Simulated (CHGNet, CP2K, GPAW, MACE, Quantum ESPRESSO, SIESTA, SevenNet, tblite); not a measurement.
**SIESTA runs on generalised stacking fault on (111) (shuffle set) of a GaAs-GaSb solid solution (48 atoms)**

Wanted: SIESTA inputs and outputs for generalised stacking fault on (111) (shuffle set) of a GaAs-GaSb solid solution (48 atoms), checked against a plane-wave reference.

Main program and level: SIESTA 5.4.2; the method is named at each step.

## 1. The structure

The cell holds 48 atoms: 24 Ga, 10 Sb and 14 As. Cell: a = 8.267 Å, b = 7.159 Å, c = 20.392 Å, α = 90.0°, β = 83.2°, γ = 90.0°. Zinc-blende GaAs lattice (a = 5.8453 Å, the value set for the mixture), cell with z along [111], 2 x 1 x 2 periods; the third cell vector is tilted by 0.583 of 1/2[1-10] and lengthened by 0 Å, so the cell holds one fault (shuffle set); displaced by a Gaussian of 0.01 Å; 10 of 24 As sites given to Sb at random (lattice constant by Vegard's rule between GaAs and GaSb). Then every atom was moved at random, 0.05 Å r.m.s. a Cartesian component. The structure's axis is c.

The yardstick, on the same geometry:

| Property | Result |
| --- | --- |
| method | Kohn-Sham DFT, PBE, GBRV 1.5 ultrasoft pseudopotentials, plane waves (Quantum ESPRESSO 7.5); gbrv-pbe-1.5, cutoffs 40/200 Ry, Γ point |
| r.m.s. force component | 0.897 eV/Å |
| longest force | 3.717 eV/Å |
| pressure | 5.533 GPa |
| time | 2.6 min on 4 MPI ranks of Arm Neoverse V1, shared host |
| CPU time | 10 min |

## 2. PBE, TZP, shift 0.01 Ry, mesh 300 Ry

Method: Kohn-Sham DFT, PBE, PseudoDojo 0.4.1 norm-conserving pseudopotentials (converted to PSML), numerical atomic orbitals (TZP), diagonalisation.

The .psml files are PseudoDojo norm-conserving potentials that we converted to this format, checked against plane waves on the same files for H, C, O, Si, Ge and Ca alone.

The input, input.fdf:

```
SystemLabel cell
NumberOfAtoms 48
NumberOfSpecies 3
%block ChemicalSpeciesLabel
  1 31 Ga
  2 51 Sb
  3 33 As
%endblock ChemicalSpeciesLabel
LatticeConstant 1.0 Ang
%block LatticeVectors
  8.26650 0.00000 0.00000
  0.00000 7.15900 0.00000
  2.41109 0.00000 20.24871
%endblock LatticeVectors
PAO.BasisSize TZP
PAO.EnergyShift 0.01 Ry
XC.Functional GGA
XC.Authors PBE
MeshCutoff 300 Ry
%block kgrid_Monkhorst_Pack
  1 0 0 0.0
  0 1 0 0.0
  0 0 1 0.0
%endblock kgrid_Monkhorst_Pack
SolutionMethod diagon
OccupationFunction FD
ElectronicTemperature 580 K
SCF.Mixer.Method Pulay
SCF.Mixer.Weight 0.05
SCF.Mixer.History 8
SCF.Mix Hamiltonian
MaxSCFIterations 300
SCF.DM.Tolerance 1e-04
SCF.H.Tolerance 1.0e-3 eV
WriteForces T
Write.HirshfeldPop T
Write.VoronoiPop T
Write.DM F
Write.H F
XML.Write F
AtomicCoordinatesFormat Fractional
%block AtomicCoordinatesAndAtomicSpecies
  0.47576 0.49429 0.93704 1
  0.71915 0.49229 0.06084 2
  0.71081 0.81992 0.10971 1
  0.68746 0.83915 0.23355 3
  0.99007 0.49742 0.93641 1
  0.23297 0.49942 0.05737 3
  0.20894 0.81992 0.10355 1
  0.19032 0.83535 0.23054 3
  0.22151 0.99243 0.94330 1
  0.48601 0.00534 0.06263 3
  0.47808 0.33712 0.10307 1
  0.42764 0.33540 0.23304 3
  0.42056 0.66443 0.27356 1
  0.38915 0.66041 0.39186 3
  0.67820 0.16725 0.27009 1
  0.63822 0.16701 0.39546 2
  0.61389 0.50387 0.43797 1
  0.58329 0.49299 0.56303 2
  0.57191 0.84546 0.60455 1
  0.53288 0.84406 0.72603 2
  0.73668 0.00537 0.93014 1
  0.98381 0.99624 0.05489 2
  0.95771 0.33559 0.10202 1
  0.92328 0.31963 0.22870 3
  0.92184 0.65818 0.26693 1
  0.88136 0.66310 0.39850 2
  0.17105 0.17161 0.27065 1
  0.13374 0.16747 0.39109 3
  0.12996 0.50104 0.43492 1
  0.07970 0.50055 0.56404 3
  0.08415 0.83138 0.60625 1
  0.02732 0.81948 0.73151 3
  0.37240 0.00344 0.43427 1
  0.33898 0.00201 0.56061 3
  0.32151 0.32882 0.60076 1
  0.28249 0.33792 0.72683 3
  0.27850 0.65593 0.77109 1
  0.23957 0.68239 0.89695 2
  0.52075 0.15773 0.77197 1
  0.48895 0.17501 0.89326 2
  0.86441 0.99905 0.43946 1
  0.83020 0.00447 0.56191 2
  0.82831 0.33352 0.60362 1
  0.78653 0.33205 0.73382 3
  0.78914 0.66220 0.77155 1
  0.74842 0.66912 0.89686 3
  0.02496 0.16699 0.77313 1
  0.98522 0.16081 0.89258 2
%endblock AtomicCoordinatesAndAtomicSpecies
```

Command:

```console
$ OMP_NUM_THREADS=1 mpirun -np 2 siesta < input.fdf > output.txt
```

The log of the run:

```text
Version         : 5.4.2
reinit: System Name:
reinit: System Label: cell
initatom: Reading input for the pseudopotentials and atomic orbitals ----------
Species number:   1 Atomic number:   31 Label: Ga
Species number:   2 Atomic number:   51 Label: Sb
Species number:   3 Atomic number:   33 Label: As
Ground state valence configuration (from tables):   4s02  4p01  4d00  4f00
Ground state valence configuration (from tables):   5s02  5p03  5d00  4f00
Ground state valence configuration (from tables):   4s02  4p03  4d00  4f00
---- Processing specs for species: Ga
GGA--PBE XC_GGA_X_PBE--XC_GGA_C_PBE pb
Semicore shell(s) with 10 electrons included in the valence for Ga
---- Processing specs for species: Sb
GGA--PBE XC_GGA_X_PBE--XC_GGA_C_PBE pb
Semicore shell(s) with 10 electrons included in the valence for Sb
---- Processing specs for species: As
GGA--PBE XC_GGA_X_PBE--XC_GGA_C_PBE pb
Semicore shell(s) with 10 electrons included in the valence for As
Semicore shell(s): 3d
Fallback to non-perturbative polarization scheme for Ga
Please see the manual if this is not desired in principle
Semicore shell(s): 4d
Fallback to non-perturbative polarization scheme for Sb
Please see the manual if this is not desired in principle
Semicore shell(s): 3d
Fallback to non-perturbative polarization scheme for As
Please see the manual if this is not desired in principle
Ga pseudopotential only contains V_ls up to l=2 -- lmxkb reset.
Sb pseudopotential only contains V_ls up to l=2 -- lmxkb reset.
As pseudopotential only contains V_ls up to l=2 -- lmxkb reset.
Using PAO.SplitTailNorm
%block ChemicalSpeciesLabel
    1   31 Ga                      # Species index, atomic number, species label
    2   51 Sb                      # Species index, atomic number, species label
    3   33 As                      # Species index, atomic number, species label
%endblock ChemicalSpeciesLabel
%block PAO.Basis                 # Define Basis set
Ga                    4                    # Species label, number of l-shells
 n=4   0   3                         # n, l, Nzeta
   5.761      4.135      4.635
   1.000      1.000      1.000
 n=4   1   3                         # n, l, Nzeta
   7.969      5.866      6.523
[...]
n=3   2   1                         # n, l, Nzeta
   3.094
   1.000
[...]
7.969
[...]
Sb                    4                    # Species label, number of l-shells
[...]
As                    4                    # Species label, number of l-shells
[...]
n=3   2   1                         # n, l, Nzeta
[...]
n=4   2   1                         # n, l, Nzeta
   6.330
   1.000
%endblock PAO.Basis
coor:   Atomic-coordinates input format  =     Fractional
siesta: System type = bulk
initatomlists: Number of atoms, orbitals, and projectors:     48  1056   864
siesta: ******************** Simulation parameters ****************************
Total number of electrons:   672.000000
Total ionic charge:   672.000000
 Kpoints in:            1 . Kpoints trimmed:            1
siesta: k-grid: Number of k-points = 1
siesta: k-points from Monkhorst-Pack grid
siesta: k-cutoff (effective) =     3.579 Ang
siesta: k-point supercell and displacements
siesta: k-grid:     1     0     0      0.000
siesta: k-grid:     0     1     0      0.000
siesta: k-grid:     0     0     1      0.000
                     ====================================
                        Single-point calculation
                     ====================================
outcell: Unit cell vectors (Ang):
[...]
0.000000    7.159000    0.000000
        2.411090    0.000000   20.248710
outcell: Cell vector modules (Ang)   :    8.266500    7.159000   20.391754
outcell: Cell angles (23,13,12) (deg):     90.0000     83.2095     90.0000
outcell: Cell volume (Ang**3)        :   1198.3161
Gamma-point calculation with interaction between periodic images
Gamma-point calculation with interaction between periodic images
Some features might not work optimally:
Some features might not work optimally:
e.g. DM initialization from atomic data
e.g. DM initialization from atomic data
new_DM -- step:     1
Initializing Density Matrix...
Attempting to read DM from file... Failed...
DM filled with atomic data:
InitMesh: MESH = 90 x 80 x 216 = 1555200
InitMesh: Mesh cutoff (required, used) =   300.000   314.496 Ry
stepf: Fermi-Dirac step function
        iscf     Eharris(eV)        E_KS(eV)     FreeEng(eV)     dDmax    Ef(eV) dHmax(eV)
   scf:    1  -115017.722438  -115035.932825  -115036.053948  1.532445 -3.495343  6.466948
   scf:    2  -115040.395744  -115038.416008  -115038.547757  0.025637 -3.516683  4.867969
   scf:    3  -115041.938702  -115040.348150  -115040.498771  0.035378 -3.540030  3.508861
[...]
scf:   22  -115044.038731  -115044.038716  -115044.223893  0.000064 -3.719628  0.001366
   scf:   23  -115044.038734  -115044.038725  -115044.223893  0.000038 -3.719622  0.000797
SCF Convergence by DM+H criterion
max |DM_out - DM_in|         :     0.0000376690
max |H_out - H_in|      (eV) :     0.0007970622
SCF cycle converged after 23 iterations
Using DM_out to compute the final energy and forces
siesta: E_KS(eV) =          -115044.0387
siesta: E_KS - E_eggbox =   -115044.0387
siesta: Atomic forces (eV/Ang):
     1    0.539531    1.637187    1.241263
     2    1.865911    1.492244   -1.611239
     3   -0.802543    0.451332    0.693815
[...]
47    0.056283   -0.437565   -2.410673
    48    1.503346    1.084249    0.543211
----------------------------------------
   Tot   -0.000867   -0.003362    0.005121
----------------------------------------
   Max    2.786511
   Res    0.928626    sqrt( Sum f_i^2 / 3N )
----------------------------------------
   Max    2.786511    constrained
Stress tensor Voigt[x,y,z,yz,xz,xy] (kbar):     -127.53      -25.30      -40.84        3.05       -3.99       -5.94
(Free)E + p*V (eV/cell)  -114995.9404
Target enthalpy (eV/cell)  -115044.2239
siesta: Program's energy decomposition (eV):
siesta: Ebs     =    -14948.241428
siesta: Eions   =    126716.370184
siesta: Ena     =      5797.245257
siesta: Ekin    =     84467.721143
siesta: Enl     =    -50063.541892
siesta: DEna    =       388.436784
siesta: DUscf   =        11.205666
siesta: Ex      =    -27395.082798
siesta: Ec      =     -1533.652702
siesta: Exc     =    -28928.735500
siesta: Eharris =   -115044.038734
siesta: Etot    =   -115044.038725
siesta: FreeEng =   -115044.223893
siesta: Final energy (eV):
siesta:  Band Struct. =  -14948.241428
siesta:       Kinetic =   84467.721143
siesta:       Hartree =   35621.678619
siesta:         Exch. =  -27395.082798
siesta:         Corr. =   -1533.652702
siesta:   Exch.-corr. =  -28928.735500
siesta:  Ion-electron = -151939.848189
siesta:       Ion-ion =  -54264.854799
siesta:         Total = -115044.038725
siesta:         Fermi =      -3.719622
siesta: Stress tensor (static) (eV/Ang**3):
siesta:    -0.079599   -0.003709   -0.002491
siesta:    -0.003709   -0.015789    0.001901
siesta:    -0.002491    0.001901   -0.025490
siesta: Cell volume =       1198.316096 Ang**3
siesta: Pressure (static):
siesta:                Solid            Molecule  Units
siesta:           0.00043884          0.00026324  Ry/Bohr**3
siesta:           0.04029277          0.02416931  eV/Ang**3
siesta:          64.55613272         38.72349636  kBar
    Orbital volume contribution        =          55.113383 eV
    (Free)E + p_basis*V_orbitals       =     -114989.110511 eV
    (Free)Eharris+ p_basis*V_orbitals  =     -114989.110520 eV
Hirshfeld Atomic Populations:
Atom #   charge [q] valence [e]  Species
     1     0.113202   12.886798  Ga
     2    -0.080654   15.080654  Sb
     3     0.098729   12.901271  Ga
     4    -0.129487   15.129487  As
     5     0.119420   12.880580  Ga
     6    -0.164325   15.164325  As
[...]
8    -0.131101   15.131101  As
[...]
16    -0.045739   15.045739  Sb
[...]
18    -0.051562   15.051562  Sb
[...]
--------------------
 Total    -0.000002
Voronoi Atomic Populations:
Atom #   charge [q] valence [e]  Species
[...]
42    -0.004172   15.004172  Sb
[...]
44    -0.144763   15.144763  As
    45     0.081912   12.918088  Ga
    46    -0.136050   15.136050  As
    47     0.096252   12.903748  Ga
    48    -0.003473   15.003473  Sb
--------------------
 Total    -0.000003
```

Wall time 4.2 min (2 MPI ranks of Arm Neoverse V1, shared host); peak memory 1.6 GiB; 8.5 min of CPU time.

Banners, paths, timers and routine set-up lines are dropped from the logs unmarked, and long logs keep their key lines alone; longer cuts are marked.

Numbers from this run, and their distance from the reference:

| Item | Value |
| --- | --- |
| r.m.s. force component | 0.9286 eV/Å |
| r.m.s. difference of force components | 59.37 meV/Å |
| longest difference of force vectors | 233.4 meV/Å |
| force difference over r.m.s. force | 6.619 % |
| slope of forces against the reference's | 1.034 |
| correlation of force components | 0.9985 |
| pressure | 6.456 GPa |
| pressure difference | 0.9229 GPa |

Length of the force difference by element (eV/Å):

```
element  atoms   mean  most
     As     14  0.085  0.20
     Ga     24  0.088  0.23
     Sb     10  0.093  0.16
```

The surroundings of Sb2, whose charge lies farthest from its element's mean, nearest first, numbered as they follow in the input and with coordinates relative to it.

```
atom      x      y      z  distance (Å)  bonds  Hirshfeld charge (e)     Fx     Fy  Fz (eV/Å)
 Sb2   0.00   0.00   0.00          0.00      3                 -0.08   1.87   1.49      -1.61
Ga11  -1.89  -1.11   0.86          2.35      4                  0.08  -2.79  -1.83       1.90
Ga23   2.07  -1.12   0.83          2.50      4                  0.08   1.22  -0.31       0.91
 Ga3   0.05   2.35   0.99          2.55      4                  0.10  -0.80   0.45       0.69
 Ga5   1.94   0.04  -2.52          3.18      3                  0.12  -1.26  -0.01       1.04
 Ga1  -2.31   0.01  -2.51          3.41      3                  0.11   0.54   1.64       1.24
As46  -0.15   1.27  -3.32          3.56      4                 -0.14  -0.44   0.13      -0.06
As10  -1.92  -3.49   0.04          3.98      3                 -0.17   0.66  -0.16      -0.42
 As6  -4.03   0.05  -0.07          4.03      3                 -0.16   0.20  -0.13      -0.83
```

Forces lie 6.6 % from the reference's, at 0.82 times its CPU time (on 2 against 4 cores).

## 3. Summary of results

```yaml
force_difference_from_the_reference: SIESTA PBE, TZP, shift 0.01 Ry, mesh 300 Ry, 6.6 %
its_cpu_time: 8.5 min
```

What this shows: The PBE run in local orbitals differs by 6.6 % (SIESTA PBE, TZP, shift 0.01 Ry, mesh 300 Ry); basis, grid and potentials can all enter. The potentials hold different valence shells: 676 electrons in the reference, 672 in SIESTA; this bears on time and differences. The reference's pressure holds the uncorrected Pulay stress of its 40 Ry basis, so small pressure differences, and their order, may be the reference's own error. The reference's stress is far from hydrostatic: its diagonal is 11.6, 1.5, 3.5 GPa, compression counted positive. The host structure and its lattice constant were typed by rule, without a check against the phase diagram. The reference's pressure of 5.5 GPa belongs to a cell and atoms that aren't relaxed at this level. The electronic-structure runs sample only Γ, in a cell whose shortest periodic width is 7 Å, which is coarse for a cell with partly filled levels. Spin–orbit coupling is left out, which matters for the levels of the heavy elements.

[Also dropped from logs without a mark: logging warnings of Python, and SIESTA's first energy breakdown and zero terms.]

[Logs are printed without paths, hosts, clocks, repeated set-up lines and the standing remarks that a program may print on its own settings, such as how far it seeks lower states.]

[Hosts, paths, dates, database ids (printed as entryN), source tags and the programs' standing remarks are cut or masked in the printed files.]
